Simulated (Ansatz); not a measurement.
**Tc of TiZnAu in the AlB2 type from its phonons**

Wanted: λ, ω_log and Tc of TiZnAu in the AlB2 type. The cell shown first is a relaxed one, from steps not shown here.

Main program and level: Ansatz 0.2.0; DFT PBEsol, scalar-relativistic, plane waves, PAW; PAW set soft_1.

The structure was built from a prototype and need not be the compound's stable phase.

## 1. The cell after earlier relaxation steps

Symmetry: P-6m2, No. 187, hexagonal system. The conventional cell has a = 4.405 Å, b = 4.405 Å, c = 2.761 Å, α = 90.00°, β = 90.00°, γ = 120.00°. Nearest to Ti lie 2 Ti at 2.76 Å and 6 Zn at 2.89 Å and 6 Au at 2.89 Å. Zn has 3 Au at 2.54 Å and 2 Zn at 2.76 Å and 6 Ti at 2.89 Å nearest. Nearest to Au lie 3 Zn at 2.54 Å and 2 Au at 2.76 Å and 6 Ti at 2.89 Å. Farther neighbours are not listed.

Structure file:

```cif
data_structure
_symmetry_space_group_name_H-M 'P 1'
_symmetry_Int_Tables_number 1
_cell_length_a 4.4051
_cell_length_b 4.4051
_cell_length_c 2.7609
_cell_angle_alpha 90.000
_cell_angle_beta 90.000
_cell_angle_gamma 120.000
_cell_volume 46.40
loop_
_atom_site_label
_atom_site_type_symbol
_atom_site_fract_x
_atom_site_fract_y
_atom_site_fract_z
_atom_site_occupancy
Ti1 Ti 0.00000 0.00000 0.00000 1
Zn2 Zn 0.33333 0.66667 0.50000 1
Au3 Au 0.66667 0.33333 0.50000 1
```

## 2. Electron–phonon run: q 3×3×3, k 6×6×9, scattering 8×8×12

The run that gives the couplings also evaluates McMillan's and Allen and Dynes's formulas and, where asked, the Eliashberg equations, over a range of μ*.

Contents of input.yaml:

```yaml
crystal:
  lattice:
    - [4.4050561777, -3.3495e-06, 0.0]
    - [-2.2025251881, 3.8148922297, 0.0]
    - [0.0, 0.0, 2.7609040998]
  atoms:
    - { symbol: Ti, position: [0.0, 0.0, 0.0] }
    - { symbol: Zn, position: [0.3333333333, 0.6666666667, 0.5] }
    - { symbol: Au, position: [0.6666666667, 0.3333333333, 0.5] }
kpoints:
  mp_grid: { grid: [6, 6, 9] }
hamiltonian:
  xc: pbesol
  pseudopotentials: { kind: paw, azcp: { folder: soft_1 }, xc_functional: pbe }
scf:
  occupations: { method: methfessel_paxton, width: 0.2 }
output:
  eigenvalues: true
phonons:
  method: dfpt
  qmesh: [3, 3, 3]
  temperatures: { t_max: 1000, t_step: 50 }
  qpath:
    path:
      - [[0.0, 0.0, 0.0], [0.5, 0.0, 0.0], [0.33333333, 0.33333333, 0.0], [0.0, 0.0, 0.0], [0.0, 0.0, 0.5], [0.5, 0.0, 0.5], [0.33333333, 0.33333333, 0.5], [0.0, 0.0, 0.5]]
      - [[0.5, 0.0, 0.5], [0.5, 0.0, 0.0]]
      - [[0.33333333, 0.33333333, 0.5], [0.33333333, 0.33333333, 0.0]]
    npoints: 10
  electrical_resistivity:
    mesh: [8, 8, 12]
    temperatures: [20.0, 50.0, 77.0, 100.0, 150.0, 200.0, 300.0, 400.0, 600.0, 800.0]
  superconductivity: { mesh: [8, 8, 12] }
```

Launch:

```
$ ansatz run input.yaml --threads 4 --pin off --max-ram 12288MiB --backend cpu --events-out ev --progress --plain --runs-dir out
```

Numbers of over 12 decimals in the logs are rounded to 6 here.

Log:

```text
Engine: ansatz 0.2.0, aarch64-unknown-linux-gnu
Pseudopotentials: kind: paw
Pseudopotential: Ti, paw, valence charge 12, recommended cutoff 420 eV (normal), soft_1/Ti.paw.azcp
Pseudopotential: Zn, paw, valence charge 12, recommended cutoff 420 eV (normal), soft_1/Zn.paw.azcp
Pseudopotential: Au, paw, valence charge 19, recommended cutoff 420 eV (normal), soft_1/Au.paw.azcp
Functional definition: PBEsol
  exchange = pbesol_x
  correlation = pbesol_c
Crystal: 3 atoms, lattice volume = 46.396 Å³
Basis set: ecut = 420 eV, 915 PW (Γ), exchange–correlation on 60×60×40 points (8 copies of the dense FFT grid, shifted against one another)
Bands: 26, of which v1, the nominal top of the filled ones, is band 22 counted from 1 (21 counted from 0)
Symmetry: 12 space group operations
k-points: 35 of 324 (time reversal used)
Non-local potential: Ti, projectors of the file, l = 0: 3, l = 1: 2, l = 2: 3, l = 3: 1
Non-local potential: Zn, projectors of the file, l = 0: 2, l = 1: 2, l = 2: 3, l = 3: 1
Non-local potential: Au, projectors of the file, l = 0: 3, l = 1: 2, l = 2: 2, l = 3: 1
PAW form: soft (Blöchl's): semilocal exchange-correlation on the pseudo side does not see the compensation charge
PAW frozen core: Ti, regenerated for the run's functional, and the local potential with it (the file was generated under x = pbe(κ = 0.804, μ = 0.219515), c = pbe(β = 0.066725))
PAW frozen core: Zn, regenerated for the run's functional, and the local potential with it (the file was generated under x = pbe(κ = 0.804, μ = 0.219515), c = pbe(β = 0.066725))
PAW frozen core: Au, regenerated for the run's functional, and the local potential with it (the file was generated under x = pbe(κ = 0.804, μ = 0.219515), c = pbe(β = 0.066725))
PAW one-centre angular grid: Ti, 590 points (default); XC on 64 Gauss nodes
PAW one-centre angular grid: Zn, 590 points (default); XC on 64 Gauss nodes
PAW one-centre angular grid: Au, 590 points (default); XC on 64 Gauss nodes
Initial density: superposition of atomic densities (chi_scale 0.1, normalization cell, long waves kept (reshape's long-wave potential 0.00 eV rms))
Initial wavefunctions: pseudopotential atomic-orbital guess
Functional: x = pbesol(κ = 0.804, μ = 0.123457), c = pbesol(β = 0.046)
SCF iter   1: F=—  HF=-18782.624065 eV  |F-HF|=—  |Δ(HF+E_count)|=         —  Δρ=5.35e-1  dr2=2.77e2  ethr=3.10e-3  ⟨swp⟩=5.1  Hψ=3590  notcnv=0
preconditioner: auto → none  [metal: Δε(μ)=0.044 eV  Ē_g=6.408 eV  σ=0.200 eV  W_gap=0.19  n_scr=8 (ndim 8)  ℏωp=28.3 eV  f_vac=0.000  D(μ)=2.73/eV (n_scr^D=26)  sad-step TF]
SCF iter   2: F=—  HF=-18775.959202 eV  |F-HF|=—  |Δ(HF+E_count)|=    6.66e0  S|Δr|=    0.00e0  Δρ=4.28e-1  dr2=1.79e2  ethr=3.10e-3  ⟨swp⟩=2.0  Hψ=1887  notcnv=0
SCF iter   3: F=—  HF=-18766.215472 eV  |F-HF|=—  |Δ(HF+E_count)|=    9.74e0  S|Δr|=    0.00e0  Δρ=1.06e-1  dr2=1.03e1  ethr=3.10e-3  ⟨swp⟩=3.2  Hψ=2129  notcnv=0
SCF iter   4: F=—  HF=-18765.431631 eV  |F-HF|=—  |Δ(HF+E_count)|=   7.84e-1  S|Δr|=    0.00e0  Δρ=8.62e-2  dr2=4.05e0  ethr=3.10e-3  ⟨swp⟩=2.7  Hψ=1827  notcnv=0
SCF iter   5: F=—  HF=-18764.843357 eV  |F-HF|=—  |Δ(HF+E_count)|=   5.88e-1  S|Δr|=    0.00e0  Δρ=3.18e-2  dr2=7.94e-1  ethr=3.10e-3  ⟨swp⟩=2.0  Hψ=1795  notcnv=0
SCF iter   6: F=—  HF=-18764.743167 eV  |F-HF|=—  |Δ(HF+E_count)|=   1.00e-1  S|Δr|=    0.00e0  Δρ=1.36e-2  dr2=1.46e-1  ethr=1.85e-3  ⟨swp⟩=2.0  Hψ=1303  notcnv=0
SCF iter   7: F=—  HF=-18764.723033 eV  |F-HF|=—  |Δ(HF+E_count)|=   2.01e-2  S|Δr|=    0.00e0  Δρ=2.69e-3  dr2=4.89e-3  ethr=3.40e-4  ⟨swp⟩=2.0  Hψ=1387  notcnv=0
SCF iter   8: F=—  HF=-18764.721726 eV  |F-HF|=—  |Δ(HF+E_count)|=   1.31e-3  S|Δr|=    0.00e0  Δρ=5.07e-4  dr2=1.78e-4  ethr=1.14e-5  ⟨swp⟩=1.9  Hψ=1267  notcnv=0
SCF iter   9: F=—  HF=-18764.721695 eV  |F-HF|=—  |Δ(HF+E_count)|=   3.09e-5  S|Δr|=    0.00e0  Δρ=6.27e-5  dr2=1.22e-6  ethr=4.15e-7  ⟨swp⟩=2.0  Hψ=1306  notcnv=0
[...]
mean free path at 400 K (of a tensor a third of its trace): 2.28 nm by what each carries, 2.05 by the Fermi surface alone
  Hall coefficient in a weak field at 400 K (a third of the trace): 2.958e-10 m³/C (how far it moves between the two finest meshes is not known); by each state's relaxation time: 2.926e-10 m³/C; by a constant relaxation time: 2.933e-10 m³/C
  mean free path at 600 K (of a tensor a third of its trace): 1.54 nm by what each carries, 1.38 by the Fermi surface alone
  Hall coefficient in a weak field at 600 K (a third of the trace): 3.094e-10 m³/C (how far it moves between the two finest meshes is not known); by each state's relaxation time: 3.063e-10 m³/C; by a constant relaxation time: 3.051e-10 m³/C
  mean free path at 800 K (of a tensor a third of its trace): 1.19 nm by what each carries, 1.06 by the Fermi surface alone
  Hall coefficient in a weak field at 800 K (a third of the trace): 3.229e-10 m³/C (how far it moves between the two finest meshes is not known); by each state's relaxation time: 3.201e-10 m³/C; by a constant relaxation time: 3.142e-10 m³/C
  the resistivity times a path that all electrons share, by the Fermi surface of the deck's mesh alone (a third of the trace): 1.742e-15 Ω·m²
  not converged in the mesh (λ; λ_tr; the resistivity at 20 K by 27.53 %; the resistivity at 50 K by 21.11 %; the resistivity at 77 K by 16.89 %; the resistivity at 100 K by 15.12 %; the resistivity at 150 K by 13.42 %; the resistivity at 200 K by 12.47 %; the resistivity at 300 K by 11.01 %; the resistivity at 400 K by 10.00 %; the resistivity at 600 K by 8.37 %; the resistivity at 800 K by 6.89 %): between neighbou [...]
  vibrations of 27 cells: unjudged by the run; compare a larger repeat
  the changes of the potential over all sites missed a rigid shift's by 0.00 % (the site terms' by 0.01 %)
  at the force constants' own smearing the fine mesh and the k-points of their solves give squared frequencies that differ by 15.1 % of the larger at the most, at (0, 0, 0.3333)
--- Superconductivity: potentials and phonons of a 3×3×3 supercell ---
           mesh         λ    ħω_log (meV)  μ* declared at (meV)
         8×8×12    0.5924          13.658               16.675
          4×4×6    0.5733          15.063               17.553
  λ by the species' shares of the modes' patterns: Ti 0.2375, Zn 0.1304, Au 0.2245
  with the Fermi level up to 30.7 meV (the hardest mode) off, states and modes as they are: density of states 1.0016 to 1.0873 /eV of one spin and cell, λ 0.5873 to 0.6397
  transition temperature on the deck's mesh (K), isotropic and anisotropic, restricted to the Fermi surface (FSR) and over the full bandwidth (FBW), and the last with the density of states resolved in a narrower window:
        μ*   McMillan   Allen–Dynes      iso. FSR      iso. FBW    aniso. FSR    aniso. FBW  narrow window
      0.08      4.282         4.422         4.073         4.117         4.288         4.328          4.330
      0.10      3.486         3.589         3.217         3.247         3.431         3.459          3.461
      0.12      2.764         2.839         2.474         2.495         2.684         2.704          2.705
      0.13      2.433         2.496         2.146         2.163         2.352         2.369          2.369
      0.14      2.123         2.176         1.845         1.859         2.047         2.061          2.062
      0.16      1.569         1.605         1.326         1.337         1.516         1.527          1.527
      0.20      0.734         0.748         0.596         0.603         0.748         0.757          0.756
  isotope coefficients −∂ln Tc/∂ln M under μ* = 0.13, the force constants as they are, of the isotropic transitions restricted to the Fermi surface and over the full bandwidth: Ti 0.130 and 0.133, Zn 0.081 and 0.082, Au 0.166 and 0.167
  gaps at the Fermi level over the full bandwidth under μ* = 0.1, 0.865 K: 0.273 to 0.700 meV
  gaps at the Fermi level over the full bandwidth under μ* = 0.13, 0.592 K: 0.161 to 0.491 meV
  gaps at the Fermi level over the full bandwidth under μ* = 0.16, 0.382 K: 0.085 to 0.325 meV
  not converged in the mesh (λ): between neighbouring meshes, the two finest first, λ moves by 3.22 % and the anisotropic transition temperature over the full bandwidth at μ* = 0.13 by 2.85 %; converged means that the two finest part by at most 2.00 % and 5.00 %
  vibrations of 27 cells: unjudged by the run; compare a larger repeat
  the changes of the potential over all sites missed a rigid shift's by 0.00 % (the site terms' by 0.01 %)
  at the force constants' own smearing the fine mesh and the k-points of their solves give squared frequencies that differ by 15.1 % of the larger at the most, at (0, 0, 0.3333)
[key lines of the parts left out:]
SCF converged after 14 iterations
Free energy (F): -18764.721697 eV
Fermi energy:    16.456898 eV
```

It took 13 min on 4 threads of Arm Neoverse V2, shared host; peak memory 7 GiB.

Reading the cycles: dr2 is the Hartree energy of the density residual (eV), the measure of convergence; HF is the Harris–Foulkes estimate of the energy, which meets the free energy F at convergence.

This step gave:

```yaml
volume_per_atom: 15.47 Å³/atom
metallic_on_mesh: yes
gap_on_the_k_mesh: 0 eV
zero_point_energy: 0.08464 eV/cell
share_of_imaginary_modes_in_the_plain_interpolation_between_solved_wavevectors: 0
highest_frequency_solved_or_plainly_interpolated: 247.6 cm⁻¹
debye_temperature_second_moment: 303 K
resistivity_at_300_k: 60.66 μΩ cm, mean of the axes
coupling_constant_lambda: 0.5924
density_of_states_at_the_fermi_level: 1.007 states/eV a spin and cell
log_mean_phonon_energy_omega_log: 13.66 meV
transport_coupling_constant_lambda_tr: 0.5617, 0.5617, 0.7876 (xx, yy, zz)
drude_plasma_energy: 2.847, 2.847, 6.023 eV (xx, yy, zz)
resistivity_times_mean_free_path: 23.2, 23.2, 5.872 × 10⁻¹⁶ Ω m² (xx, yy, zz)
second_moment_phonon_energy_omega: 16.68 meV
```

Transition temperatures:

```
  μ*  McMillan Tc (K)  Allen–Dynes Tc (K)  isotropic Fermi-surface Tc (K)  isotropic full bandwidth Tc (K)  anisotropic Fermi-surface Tc (K)  anisotropic full bandwidth Tc (K)  anisotropic narrow window Tc (K)
0.08             4.28                4.42                            4.07                             4.12                              4.29                               4.33                              4.33
 0.1             3.49                3.59                            3.22                             3.25                              3.43                               3.46                              3.46
0.12             2.76                2.84                            2.47                             2.49                              2.68                                2.7                               2.7
0.13             2.43                 2.5                            2.15                             2.16                              2.35                               2.37                              2.37
0.14             2.12                2.18                            1.85                             1.86                              2.05                               2.06                              2.06
0.16             1.57                1.61                            1.33                             1.34                              1.52                               1.53                              1.53
 0.2            0.734               0.748                           0.596                            0.603                             0.748                              0.757                             0.756
```

The Eliashberg function α²F has structure finer than the step of the table below, so its rows give means over 1 meV, whole bins alone (the curve runs from 0.12 to 30.6 meV). Peaks (meV: height): α²F 6.4: 0.205, 9.0: 0.392, 17.4: 0.774, 17.9: 0.686, 22.7: 0.241, 26.3: 0.307, 27.5: 0.394; α²F tr 6.4: 0.195, 9.0: 0.420, 13.1: 0.203, 17.4: 0.947, 22.7: 0.296, 26.3: 0.309, 27.5: 0.438.

The Eliashberg function α²F by phonon energy; means over each step:

```
phonon energy (meV)      α²F   α²F tr
                  1   7.2e-5   3.9e-5
                  2   8.5e-4   5.5e-4
                  3  0.00375  0.00253
                  4   0.0109  0.00736
                  5   0.0304   0.0225
                  6    0.110   0.0997
                  7   0.0736   0.0667
                  8   0.0980   0.0969
                  9    0.267    0.293
                 10    0.156    0.198
                 11   0.0987    0.130
                 12   0.0713   0.0890
                 13    0.131    0.148
                 14   0.0785    0.100
                 15   0.0987   0.0988
                 16    0.223    0.226
                 17    0.563    0.654
                 18    0.543    0.582
                 19    0.229    0.195
                 20    0.119    0.114
                 21    0.173    0.184
                 22    0.226    0.269
                 23    0.213    0.265
                 24    0.144    0.175
                 25    0.141    0.156
                 26    0.209    0.220
                 27    0.118    0.129
                 28    0.289    0.298
                 29   0.0932   0.0985
                 30   0.0524   0.0607
```

The Eliashberg function α²F has structure finer than the step of the table below, so its rows give means over 2 meV, whole bins alone (the curve runs from 0.12 to 30.6 meV). Peaks (meV: height): α²F 9.0: 0.392, 17.4: 0.774, 17.9: 0.686, 27.5: 0.394; Ti 17.4: 0.612, 17.9: 0.550, 22.7: 0.175, 26.3: 0.263; Zn 9.0: 0.112, 10.4: 0.123, 16.4: 0.0642, 27.5: 0.193; Au 6.4: 0.196, 9.0: 0.268, 13.1: 0.151, 16.7: 0.141.

Table of Eliashberg function α²F by phonon energy; means over each step:

```
phonon energy (meV)      α²F       Ti       Zn       Au
                  2  0.00112   1.6e-4   2.0e-4   7.4e-4
                  4   0.0124  0.00130  0.00164  0.00945
                  6   0.0843  0.00357  0.00387   0.0768
                  8    0.138  0.00537   0.0310    0.101
                 10    0.169  0.00624   0.0893   0.0734
                 12   0.0849  0.00468   0.0374   0.0428
                 14   0.0967   0.0145   0.0246   0.0576
                 16    0.262    0.153   0.0401   0.0690
                 18    0.500    0.378   0.0331   0.0896
                 20    0.142   0.0936   0.0222   0.0262
                 22    0.221    0.160   0.0382   0.0228
                 24    0.153    0.110   0.0295   0.0136
                 26    0.157    0.124   0.0261  0.00725
                 28    0.219   0.0913    0.104   0.0239
```

Anisotropic full-bandwidth solution, weighted at the Fermi level. Gaps:

```
 mu*  T (K)  mean gap (meV)  5 % (meV)  95 % (meV)  mean Z
 0.1  0.865           0.518      0.375       0.641     1.6
 0.1   1.73           0.495      0.358       0.611     1.6
 0.1   2.59             0.4       0.29       0.494     1.6
 0.1   3.11           0.271      0.196       0.334     1.6
0.13  0.592           0.349       0.24       0.445     1.6
0.13   1.18           0.333      0.229       0.424     1.6
0.13   1.78           0.269      0.185       0.342     1.6
0.13   2.13           0.182      0.125       0.231     1.6
0.16  0.382           0.221      0.143       0.292     1.6
0.16  0.764           0.211      0.136       0.278     1.6
0.16   1.15           0.169       0.11       0.223     1.6
0.16   1.37           0.114     0.0742       0.151     1.6
```

The dTc/da2F by phonon energy:

```
phonon energy (meV)  dTc/da2F (K/meV)
                  2                 -
                  3              4.99
                  4              4.52
                  5              4.10
                  6              3.75
                  7              3.44
                  8              3.17
                  9              2.94
                 10              2.74
                 11              2.56
                 12              2.40
                 13              2.26
                 14              2.13
                 15              2.02
                 16              1.91
                 17              1.81
                 18              1.73
                 19              1.64
                 20              1.57
                 21              1.51
                 22              1.44
                 23              1.38
                 24              1.32
                 25              1.27
                 26              1.23
                 27              1.18
                 28              1.14
                 29              1.10
                 30              1.06
```

Share of the Fermi-level states against lambda of a state:

```
lambda of a state  share of the Fermi-level states
            0.338                           2.0e-4
            0.364                           4.0e-4
            0.390                           3.0e-4
            0.416                           0.0548
            0.442                           0.0125
            0.468                           0.0025
            0.495                           0.0805
            0.521                            0.142
            0.547                            0.133
            0.573                            0.136
            0.599                           0.0545
            0.625                            0.137
            0.651                           0.0362
            0.677                           0.0011
            0.703                           0.0874
            0.729                           0.0019
            0.755                           0.0368
            0.781                           0.0433
            0.807                           0.0285
            0.834                           0.0115
            0.860                                0
            0.886                                0
            0.912                                0
            0.938                                0
```

## 3. Outcome

| Quantity | Value |
| --- | --- |
| meshes | q 3×3×3, k 6×6×9, scattering 8×8×12 |
| coupling constant λ | 0.592 |
| log mean phonon energy ħω_log | 13.7 meV |
| Allen–Dynes Tc at μ* = 0.1 | 3.59 K |
| Allen–Dynes Tc at μ* = 0.13 | 2.5 K |
| anisotropic Eliashberg Tc at μ* = 0.1 | 3.46 K |
| anisotropic Eliashberg Tc at μ* = 0.13 | 2.37 K |

In words: In the last run (PBEsol, q 3×3×3, k 6×6×9, scattering 8×8×12), with λ = 0.59 and ħω_log = 13.7 meV, Tc at μ* = 0.13 is 2.4 K by McMillan's formula, 2.5 K by Allen and Dynes's and 2.4 K by the anisotropic Eliashberg equations. Raising μ* from 0.10 to 0.16 lowers the Allen–Dynes value from 3.6 to 1.6 K. The mean gap at a quarter of Tc gives 2Δ/k_B Tc = 3.42, against 3.53 in weak-coupling theory. The gap spreads from 0.24 to 0.45 meV over nine tenths of the Fermi surface. By the run's own test λ is not converged in the fine mesh: it moves by 3 % between the two finest. The run's transport test calls it not converged in the mesh; ρ(300 K) moves by 11 % in the component that moves most. These meshes are coarse. No spin–orbit coupling, which matters for Au. The structure is a hand-built model. The compound is a prototype filled by a generator; whether it can be made, and whether it orders so, was not tested. μ* is a typed number, phonons are harmonic, and spin fluctuations are left out; at μ* = 0.13 McMillan's formula turns 1 % in λ into about 3.8 % in Tc.

[Logs are printed without paths, hosts, clocks, repeated set-up lines and the standing remarks that a program may print on its own settings, such as how far it seeks lower states.]

[Hosts, paths, dates, database ids (printed as entryN), source tags and the programs' standing remarks are cut or masked in the printed files.]
